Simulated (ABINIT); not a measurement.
# WS2 (Tungstenite): zone-centre phonons

Which modes does WS2 (Tungstenite) have at the zone centre?

Program: ABINIT 10.8.3. Level of theory: DFT LDA, scalar-relativistic, plane waves, PseudoDojo norm-conserving pseudopotentials. Results are calculated unless marked as measured.

## Step 1: The structure

It takes space group P6_3/mmc (No. 194, hexagonal). The conventional cell has a = 3.153 Å, b = 3.153 Å, c = 12.323 Å, α = 90.00°, β = 90.00°, γ = 120.00°. W has 6 S at 2.40 Å nearest. S has 3 W at 2.40 Å nearest. Farther neighbours and most contacts between anions are not listed.

As a file:

```xyz
6
Lattice="3.1532 0.0000 0.0000 -1.5766 2.7308 0.0000 0.0000 0.0000 12.3230" Properties=species:S:1:pos:R:3 pbc="T T T"
W     0.0000    1.8205    3.0808
W     1.5766    0.9103    9.2423
S     0.0000    1.8205    7.6711
S     1.5766    0.9103    1.5096
S     0.0000    1.8205   10.8134
S     1.5766    0.9103    4.6519
```

## Step 2: A first look

A first run with smearing and empty bands tells whether the crystal has a gap, which decides between fixed occupations and smearing later on.

File probe.abi:

```
# ground state
tolvrs 1.0d-08
prtden 1
prtwf 1

# basis, mesh and filling
ecut 29.0
ngkpt 6 6 2
nshiftk 1
shiftk 0.0 0.0 0.0
istwfk *1
occopt 7
tsmear 0.005
nband 36
nstep 100
diemac 9.0
prtebands 0
prtgsr 0
useylm 1

# cell and atoms
acell 3*1.0 Angstrom
rprim 
    3.1532 0.0 0.0
    -1.5766 2.730751303 0.0
    0.0 0.0 12.323
ntypat 2
znucl 74 16
natom 6
typat 1 1 2 2 2 2
xred 
    1/3 2/3 0.25
    2/3 1/3 0.75
    1/3 2/3 0.6225000000
    2/3 1/3 0.1225000000
    1/3 2/3 0.8775000000
    2/3 1/3 0.3775000000
pp_dirpath "./pseudo"
pseudos "W.upf, S.upf"
```

Command:

```bash
$ OMP_NUM_THREADS=1 mpirun -n 4 abinit probe.abi > probe.log
```

Numbers of over 12 decimals in the logs are rounded to 6 here.

probe.abo, the main output file:

```text
[banners, grids, parts of the stress and lines that vanish by symmetry left out]
- input  file    -> probe.abi
- output file    -> probe.abo
- root for input  files -> probei
[...]
Symmetries : space group P6_3/m m c (#194); Bravais hP (primitive hexag.)
[...]
mpw =        5384          nfft =      108000          nkpt =          14
[...]
== DATASET  1 ==================================================================
[...]
cutoff_energies: {ecut:  29.0, pawecutdg:  -1.0, }
[...]
ETOT  1  -196.12427025255    -1.961E+02 1.042E-01 1.574E+02
 ETOT  2  -196.19002979391    -6.576E-02 2.971E-02 7.391E+02
 ETOT  3  -196.28394681434    -9.392E-02 6.403E-03 1.003E+01
 ETOT  4  -196.28491449340    -9.677E-04 1.941E-03 1.966E+00
 ETOT  5  -196.28504436736    -1.299E-04 5.326E-04 3.250E-03
 ETOT  6  -196.28504493321    -5.658E-07 2.008E-04 8.194E-05
 ETOT  7  -196.28504494427    -1.106E-08 1.445E-04 1.939E-06
 ETOT  8  -196.28504494469    -4.164E-10 1.511E-04 3.740E-08
 ETOT  9  -196.28504494470    -1.086E-11 1.710E-04 1.199E-09
 At SCF step    9       vres2   =  1.20E-09 < tolvrs=  1.00E-08 =>converged.
[...]
sigma(1 1)=  1.49111857E-04  sigma(3 2)=  0.00000000E+00
  sigma(2 2)=  1.49111858E-04  sigma(3 1)=  0.00000000E+00
  sigma(3 3)=  1.53000153E-04  sigma(2 1)=  0.00000000E+00
[...]
convergence: {deltae: -1.086E-11, res2:  1.199E-09, residm:  1.710E-04, diffor: null, }
etotal    :  -1.96285045E+02
[...]
sigma(1 1)=  1.49111857E-04  sigma(3 2)=  0.00000000E+00
  sigma(2 2)=  1.49111858E-04  sigma(3 1)=  0.00000000E+00
  sigma(3 3)=  1.53000153E-04  sigma(2 1)=  0.00000000E+00
[...]
- sigma(1 1)=  4.38702228E+00  sigma(3 2)=  0.00000000E+00
- sigma(2 2)=  4.38702231E+00  sigma(3 1)=  0.00000000E+00
- sigma(3 3)=  4.50141991E+00  sigma(2 1)=  0.00000000E+00
[...]
fcart      7.8326882093E-28  1.1479442564E-27 -0.0000000000E+00
           strten      1.4911185667E-04  1.4911185760E-04  1.5300015287E-04
================================================================================

[key lines of the parts left out:]
pressure_GPa:  -4.4252E+00
```

Elapsed: 57 s, on 4 MPI ranks of Intel Xeon Platinum 8259CL at 2.50GHz (Skylake/Cascade Lake), shared host; 3.8 min of CPU time.

This step gave:

```yaml
volume_per_atom: 17.68 Å³
pressure: -4.425 GPa
gap_on_the_k_mesh: 0.9078 eV
```

A gap of 0.91 eV opens on this mesh, so the crystal is taken as an insulator; the printed pressure holds the stress of the finite basis too.

## Step 3: Relaxation

The harmonic expansion needs vanishing forces, and a free crystal bears no stress, so cell and atoms are brought to rest. Stress is more sensitive to the basis than forces are: the last 3 Ha under the cutoff are smoothed with ecutsm, and the cutoff is raised above that of the later runs.

File relax.abi:

```
# relaxation
ionmov 2
optcell 2
dilatmx 1.08
ntime 40
tolmxf 1.0d-05
tolvrs 1.0d-14
prtwf 0
prtden 0
chksymtnons 0

# basis, mesh and filling
ecut 36.0
ecutsm 3.0
ngkpt 9 9 2
nshiftk 1
shiftk 0.0 0.0 0.0
istwfk *1
occopt 1
nband 26
nstep 100
diemac 9.0
prtebands 0
prtgsr 0
useylm 1

# cell and atoms
acell 3*1.0 Angstrom
rprim 
    3.1532 0.0 0.0
    -1.5766 2.730751303 0.0
    0.0 0.0 12.323
ntypat 2
znucl 74 16
natom 6
typat 1 1 2 2 2 2
xred 
    1/3 2/3 0.25
    2/3 1/3 0.75
    1/3 2/3 0.6225000000
    2/3 1/3 0.1225000000
    1/3 2/3 0.8775000000
    2/3 1/3 0.3775000000
pp_dirpath "./pseudo"
pseudos "W.upf, S.upf"
```

Command:

```bash
$ OMP_NUM_THREADS=1 mpirun -n 4 abinit relax.abi > relax.log
```

relax.abo, the main output file:

```text
[banners, grids, parts of the stress and lines that vanish by symmetry left out]
- input  file    -> relax.abi
- output file    -> relax.abo
- root for input  files -> relaxi
[...]
Symmetries : space group P6_3/m m c (#194); Bravais hP (primitive hexag.)
[...]
mpw =        9334          nfft =      186624          nkpt =          24
[...]
== DATASET  1 ==================================================================
[...]
cutoff_energies: {ecut:  36.0, pawecutdg:  -1.0, }
[...]
ETOT  1  -195.83480740675    -1.958E+02 1.168E-01 5.004E+02
 ETOT  2  -195.85087571451    -1.607E-02 2.023E-02 6.591E+03
 ETOT  3  -196.26030021807    -4.094E-01 2.279E-03 3.626E+02
 ETOT  4  -196.28517605390    -2.488E-02 5.266E-04 1.092E+01
 ETOT  5  -196.28568848877    -5.124E-04 1.058E-04 1.931E+00
[...]
At SCF step   19       vres2   =  4.90E-16 < tolvrs=  1.00E-14 =>converged.
[...]
sigma(1 1)=  1.41212982E-04  sigma(3 2)=  0.00000000E+00
  sigma(2 2)=  1.41212983E-04  sigma(3 1)=  0.00000000E+00
  sigma(3 3)=  1.44995739E-04  sigma(2 1)=  0.00000000E+00
[...]
convergence: {deltae: -1.933E-12, res2:  4.901E-16, residm:  1.075E-12, diffor: null, }
etotal    :  -1.96285797E+02
[...]
ETOT  1  -196.14859494018    -1.961E+02 3.726E+02 2.975E+03
[...]
At SCF step   17       vres2   =  3.47E-15 < tolvrs=  1.00E-14 =>converged.
[...]
sigma(1 1)=  6.22767723E-05  sigma(3 2)=  0.00000000E+00
  sigma(2 2)=  6.22767733E-05  sigma(3 1)=  0.00000000E+00
  sigma(3 3)=  4.21025831E-05  sigma(2 1)=  0.00000000E+00
[...]
convergence: {deltae: -1.077E-11, res2:  3.469E-15, residm:  2.338E-16, diffor: null, }
etotal    :  -1.96286846E+02
[...]
ETOT  1  -196.23375750714    -1.962E+02 1.346E+03 1.163E+03
[...]
At SCF step   16       vres2   =  5.53E-15 < tolvrs=  1.00E-14 =>converged.
[...]
sigma(1 1)=  1.15055423E-05  sigma(3 2)=  0.00000000E+00
  sigma(2 2)=  1.15055432E-05  sigma(3 1)=  0.00000000E+00
  sigma(3 3)= -1.27844069E-05  sigma(2 1)=  0.00000000E+00
[...]
convergence: {deltae: -4.889E-12, res2:  5.525E-15, residm:  3.966E-14, diffor: null, }
etotal    :  -1.96287023E+02
[...]
ETOT  1  -196.28639822830    -1.963E+02 3.200E-03 1.426E+01
[...]
At SCF step   14       vres2   =  9.82E-15 < tolvrs=  1.00E-14 =>converged.
[...]
sigma(1 1)=  6.76715369E-06  sigma(3 2)=  0.00000000E+00
  sigma(2 2)=  6.76715464E-06  sigma(3 1)=  0.00000000E+00
  sigma(3 3)= -9.84212243E-06  sigma(2 1)=  0.00000000E+00
[...]
convergence: {deltae:  1.421E-13, res2:  9.823E-15, residm:  7.105E-17, diffor: null, }
etotal    :  -1.96287040E+02
[...]
ETOT  1  -196.28409643340    -1.963E+02 2.500E-04 6.588E+01
[...]
sigma(1 1)= -1.93415210E-06  sigma(3 2)=  0.00000000E+00
  sigma(2 2)= -1.93415115E-06  sigma(3 1)=  0.00000000E+00
[...]
convergence: {deltae: -1.080E-12, res2:  1.098E-15, residm:  4.731E-17, diffor: null, }
etotal    :  -1.96287064E+02
[...]
ETOT  1  -196.28705796276    -1.963E+02 6.589E-05 1.543E-01
[...]
convergence: {deltae:  1.478E-12, res2:  4.880E-15, residm:  1.966E-17, diffor: null, }
etotal    :  -1.96287066E+02
[...]
ETOT  1  -196.28352141132    -1.963E+02 1.220E-02 6.693E+01
[...]
convergence: {deltae:  1.592E-12, res2:  8.896E-15, residm:  2.497E-17, diffor: null, }
etotal    :  -1.96287090E+02
[...]
ETOT  1  -196.28533657529    -1.963E+02 1.863E-03 3.269E+01
[...]
convergence: {deltae:  3.354E-12, res2:  3.265E-15, residm:  1.029E-16, diffor: null, }
etotal    :  -1.96287100E+02
[...]
ETOT  1  -196.28671292876    -1.963E+02 2.532E-05 7.111E+00
[...]
convergence: {deltae: -8.669E-12, res2:  6.155E-15, residm:  2.603E-17, diffor: null, }
etotal    :  -1.96287104E+02
[...]
ETOT  1  -196.28710258116    -1.963E+02 6.698E-08 2.411E-02
[...]
At SCF step   11       vres2   =  6.40E-15 < tolvrs=  1.00E-14 =>converged.
[...]
sigma(2 2)=  6.88673592E-08  sigma(3 1)=  0.00000000E+00
  sigma(3 3)=  2.51874952E-07  sigma(2 1)=  0.00000000E+00
[...]
convergence: {deltae:  1.165E-12, res2:  6.402E-15, residm:  1.146E-16, diffor: null, }
etotal    :  -1.96287104E+02
[...]
ETOT  1  -196.28710333915    -1.963E+02 3.989E-10 1.064E-02
[...]
ETOT 11  -196.28710392360    -6.196E-12 2.108E-17 2.187E-14
 ETOT 12  -196.28710392359     2.387E-12 1.714E-18 6.207E-15
 At SCF step   12       vres2   =  6.21E-15 < tolvrs=  1.00E-14 =>converged.
[...]
sigma(1 1)=  4.09339860E-09  sigma(3 2)=  0.00000000E+00
  sigma(2 2)=  4.09436181E-09  sigma(3 1)=  0.00000000E+00
  sigma(3 3)=  3.32271977E-09  sigma(2 1)=  0.00000000E+00
[...]
convergence: {deltae:  2.387E-12, res2:  6.207E-15, residm:  1.714E-18, diffor: null, }
etotal    :  -1.96287104E+02
[...]
At Broyd/MD step  11, gradients are converged :
[...]
sigma(1 1)=  4.09339860E-09  sigma(3 2)=  0.00000000E+00
  sigma(2 2)=  4.09436181E-09  sigma(3 1)=  0.00000000E+00
  sigma(3 3)=  3.32271977E-09  sigma(2 1)=  0.00000000E+00
[...]
- sigma(1 1)=  1.20431945E-04  sigma(3 2)=  0.00000000E+00
- sigma(2 2)=  1.20460283E-04  sigma(3 1)=  0.00000000E+00
- sigma(3 3)=  9.77577908E-05  sigma(2 1)=  0.00000000E+00
[...]
fcart     -1.0335089065E-27  1.3688923042E-27  1.7646519734E-23
           strten      4.0933985975E-09  4.0943618114E-09  3.3227197738E-09
================================================================================

[key lines of the parts left out:]
pressure_GPa:  -1.1288E-04
Total energy (etotal) [Ha]= -1.96287103923595E+02
```

The job ended after 26 min (4 MPI ranks; 1.8 h of CPU time).

The steps of the relaxation:

```
step  energy less that of the first step (eV)  largest force (eV/Å)  volume (Å³)
   1                                   0.0000                0.3891       106.11
   2                                  -0.0285                0.0810       104.75
   3                                  -0.0333                0.0812       103.92
   4                                  -0.0338                0.0717       103.83
   5                                  -0.0345                0.0222       103.63
   6                                  -0.0345                0.0185       103.61
   7                                  -0.0352                0.0212       103.21
   8                                  -0.0355                0.0231       102.94
   9                                  -0.0355                0.0083       102.81
  10                                  -0.0356                0.0011       102.81
  11                                  -0.0356                0.0000       102.82
```

```
conventional cell, symmetrised  before   after  change
                         a (Å)   3.153   3.125  -0.9 %
                         b (Å)   3.153   3.125  -0.9 %
                         c (Å)  12.323  12.157  -1.3 %
              volume (Å³/atom)   17.68   17.14  -3.1 %
```

The atoms that moved most (Å, as changes of fractional coordinates times the final cell):

```
atom     dx     dy      dz  length
  S3  0.000  0.000  -0.011   0.011
  S5  0.000  0.000   0.011   0.011
  S6  0.000  0.000   0.011   0.011
  S4  0.000  0.000  -0.011   0.011
```

The relaxed structure:

```
W S
1.0
     3.12503    0.00000    0.00000
    -1.56251    2.70635    0.00000
     0.00000    0.00000   12.15699
W S
2 4
Direct
  0.33333 0.66667 0.25000
  0.66667 0.33333 0.75000
  0.33333 0.66667 0.62159
  0.66667 0.33333 0.12159
  0.33333 0.66667 0.87841
  0.66667 0.33333 0.37841
```

Numbers from this step:

```yaml
volume_per_atom: 17.14 Å³
pressure: -1.13e-4 GPa
```

The volume changes by -3.1 % in this run and stands -3.1 % from the first cell.

## Step 4: Ground state

The response is built on these wavefunctions, so the potential is converged far more tightly than an energy would need. The mesh is shifted off Γ, since shifted meshes converge sums over the zone faster.

File gs.abi:

```
# ground state
tolvrs 1.0d-16
prtden 1
prtwf 1

# basis, mesh and filling
ecut 29.0
ngkpt 9 9 2
nshiftk 1
shiftk 0.0 0.0 0.5
istwfk *1
occopt 1
nband 26
nstep 100
diemac 9.0
prtebands 0
prtgsr 0
useylm 1

# cell and atoms
acell 3*1.0 Angstrom
rprim 
    3.125026488 0.0 0.0
    -1.562513244 2.706352326 0.0
    0.0 0.0 12.15698767
ntypat 2
znucl 74 16
natom 6
typat 1 1 2 2 2 2
xred 
    1/3 2/3 0.25
    2/3 1/3 0.75
    1/3 2/3 0.6215890696
    2/3 1/3 0.1215890696
    1/3 2/3 0.8784109304
    2/3 1/3 0.3784109304
pp_dirpath "./pseudo"
pseudos "W.upf, S.upf"
```

Command:

```bash
$ OMP_NUM_THREADS=1 mpirun -n 4 abinit gs.abi > gs.log
```

gs.abo, the main output file:

```text
[banners, grids, parts of the stress and lines that vanish by symmetry left out]
- input  file    -> gs.abi
- output file    -> gs.abo
- root for input  files -> gsi
[...]
Symmetries : space group P6_3/m m c (#194); Bravais hP (primitive hexag.)
[...]
mpw =        5202          nfft =      108000          nkpt =          12
[...]
== DATASET  1 ==================================================================
[...]
cutoff_energies: {ecut:  29.0, pawecutdg:  -1.0, }
[...]
ETOT  1  -195.84940578780    -1.958E+02 8.329E-02 2.659E+02
 ETOT  2  -195.88734474911    -3.794E-02 4.738E-03 3.578E+03
 ETOT  3  -196.26014861839    -3.728E-01 2.087E-03 2.225E+02
 ETOT  4  -196.28581860108    -2.567E-02 2.711E-04 7.255E+00
 ETOT  5  -196.28634584824    -5.272E-04 7.302E-05 1.416E+00
[...]
ETOT 21  -196.28647495121     5.400E-12 8.026E-15 2.130E-16
 ETOT 22  -196.28647495121     8.527E-14 1.139E-15 4.251E-18
 At SCF step   22       vres2   =  4.25E-18 < tolvrs=  1.00E-16 =>converged.
[...]
sigma(1 1)=  8.03641198E-06  sigma(3 2)=  0.00000000E+00
  sigma(2 2)=  8.03641247E-06  sigma(3 1)=  0.00000000E+00
  sigma(3 3)=  8.79387683E-06  sigma(2 1)=  0.00000000E+00
[...]
convergence: {deltae:  8.527E-14, res2:  4.251E-18, residm:  1.139E-15, diffor: null, }
etotal    :  -1.96286475E+02
[...]
sigma(1 1)=  8.03641198E-06  sigma(3 2)=  0.00000000E+00
  sigma(2 2)=  8.03641247E-06  sigma(3 1)=  0.00000000E+00
  sigma(3 3)=  8.79387683E-06  sigma(2 1)=  0.00000000E+00
[...]
- sigma(1 1)=  2.36439404E-01  sigma(3 2)=  0.00000000E+00
- sigma(2 2)=  2.36439418E-01  sigma(3 1)=  0.00000000E+00
- sigma(3 3)=  2.58724789E-01  sigma(2 1)=  0.00000000E+00
[...]
fcart      4.5595981143E-28 -1.7549901325E-29  4.5175090518E-21
           strten      8.0364119821E-06  8.0364124720E-06  8.7938768307E-06
================================================================================

[key lines of the parts left out:]
pressure_GPa:  -2.4387E-01
```

Elapsed: 67 s, on 4 MPI ranks; 4.4 min of CPU time.

This step gave:

- pressure: -0.2439 GPa

The cell stands at -0.24 GPa: the relaxation ran with a smoothed and higher cutoff and on another k mesh.

## Step 5: Empty bands

Empty bands on the ground state's density check that the gap assumed so far is there in this cell.

File gap.abi:

```
# empty bands on the ground state's density
iscf -2
getden_filepath "gso_DEN"
tolwfr 1.0d-12
nbdbuf 2
prtwf 0

# basis, mesh and filling
ecut 29.0
ngkpt 9 9 2
nshiftk 1
shiftk 0.0 0.0 0.0
istwfk *1
occopt 1
nband 30
nstep 100
diemac 9.0
prtebands 0
prtgsr 0
useylm 1

# cell and atoms
acell 3*1.0 Angstrom
rprim 
    3.125026488 0.0 0.0
    -1.562513244 2.706352326 0.0
    0.0 0.0 12.15698767
ntypat 2
znucl 74 16
natom 6
typat 1 1 2 2 2 2
xred 
    1/3 2/3 0.25
    2/3 1/3 0.75
    1/3 2/3 0.6215890696
    2/3 1/3 0.1215890696
    1/3 2/3 0.8784109304
    2/3 1/3 0.3784109304
pp_dirpath "./pseudo"
pseudos "W.upf, S.upf"
```

Command:

```bash
$ OMP_NUM_THREADS=1 mpirun -n 4 abinit gap.abi > gap.log
```

gap.abo, the main output file:

```text
[banners, grids, parts of the stress and lines that vanish by symmetry left out]
- input  file    -> gap.abi
- output file    -> gap.abo
- root for input  files -> gapi
[...]
Symmetries : space group P6_3/m m c (#194); Bravais hP (primitive hexag.)
[...]
mpw =        5217          nfft =      108000          nkpt =          24
[...]
== DATASET  1 ==================================================================
[...]
cutoff_energies: {ecut:  29.0, pawecutdg:  -1.0, }
[...]
-outvars: echo values of variables after computation
            acell      1.8897261259E+00  1.8897261259E+00  1.8897261259E+00 Bohr
================================================================================
```

Run time: 2.1 min. Hardware: 4 MPI ranks.

Read from the output:

* gap on the k-mesh: 0.9627 eV

In this cell the gap on the mesh is 0.96 eV, indirect (smallest direct 1.9 eV), so fixed occupations hold.

(Continued in part 2 of 2.)

[Host names and launcher messages were left out of these logs when they were recorded.]

[Logs are printed without paths, hosts, clocks, repeated set-up lines and the standing remarks that a program may print on its own settings, such as how far it seeks lower states.]

[Hosts, paths, dates, database ids (printed as entryN), source tags and the programs' standing remarks are cut or masked in the printed files.]
